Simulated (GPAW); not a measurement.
SnO2 (Pnnm), O K edge of atom 3, with 3 Sn at 2.09 Å (distorted trigonal planar, site symmetry m). Method: GPAW, LDA, full core hole (charged cell), 12-atom cell with 5.8 Å between holes, 4×4×4 k points, dipole transitions, Gaussian full width 0.9 eV up to 4 eV, rising linearly to 3.5 eV at 25 eV.

```xyz
6
Lattice="4.7880 0.0000 0.0000 0.0000 4.8666 0.0000 0.0000 0.0000 3.2409" Properties=species:S:1:pos:R:3 pbc="T T T"
Sn    0.0000    0.0000    0.0000
Sn    2.3940    2.4333    1.6204
O     3.3906    3.3042    0.0000
O     0.9966    3.9957    1.6204
O     3.7914    0.8709    1.6204
O     1.3974    1.5624    0.0000
```

Energy from the lowest empty level; a common scale on which the isotropic spectrum has a mean of 1 over the first 20 eV.

```
E (eV)  curve 1  curve 2  curve 3
  -2.0     0.00     0.00     0.00
  -1.0     0.00     0.00     0.00
   0.0     0.00     0.00     0.00
   1.0     0.10     0.08     0.12
   2.0     0.30     0.29     0.42
   3.0     1.14     1.18     1.52
   4.0     1.56     1.66     3.96
   5.0     0.86     0.84     1.75
   6.0     0.48     0.48     0.51
   7.0     1.10     1.07     1.62
   8.0     1.59     1.62     2.03
   9.0     2.57     2.59     2.62
  10.0     2.78     2.84     1.56
  11.0     1.95     1.97     0.99
  12.0     1.15     1.10     0.76
  13.0     0.58     0.50     0.40
  14.0     0.39     0.37     0.21
  15.0     0.35     0.34     0.20
  16.0     0.38     0.41     0.36
  17.0     0.46     0.57     0.50
  18.0     0.58     0.71     0.55
  19.0     0.64     0.73     0.55
  20.0     0.65     0.69     0.57
  21.0     0.72     0.68     0.62
  22.0     0.82     0.69     0.75
  23.0     0.85     0.68     0.95
  24.0     0.86     0.71     1.21
  25.0     0.92     0.80     1.46
  26.0     0.97     0.90     1.55
  27.0     0.95     0.94     1.41
  28.0     0.90     0.99     1.19
  29.0     0.93     1.11     1.09
  30.0     1.10     1.28     1.17
  31.0     1.31     1.37     1.26
  32.0     1.40     1.36     1.17
```

Question: The curves are for the electric vector along different Cartesian axes of the cell as given, averaged over the symmetry-equivalent atoms. Which is which?

Curve 1: along x, main maxima 3.8 eV (1.61) and 9.6 eV (2.95). Curve 2: along y, main maxima 3.9 eV (1.69), 9.6 eV (3.00) and 18.6 eV (0.74). Curve 3: along z, main maxima 4.0 eV (3.96) and 9.0 eV (2.62). A K edge sees empty p states on the absorber. Each direction probes the empty orbitals that point along it. The holes are only 5.8 Å apart, so the shape is probably not converged with cell size; no larger cell was run here. The mesh is coarse (0.33 Å⁻¹ between points), so small maxima may be mesh ripples.

[Banner, clock and machine lines of the logs are left out without a mark of their own.]

[Logs are printed without paths, hosts, clocks, repeated set-up lines and the standing remarks that a program may print on its own settings, such as how far it seeks lower states.]

[Hosts, paths, dates, database ids (printed as entryN), source tags and the programs' standing remarks are cut or masked in the printed files.]

[Lists of maxima count a maximum above −3 eV only where it reaches 4 % of the highest in the window and stands out from its surroundings by 2 % of it (1.5 % where it reaches 55 %); shoulders and weaker maxima are passed over, and of the rest the first, up to two pre-edge ones and the few strongest are named.]
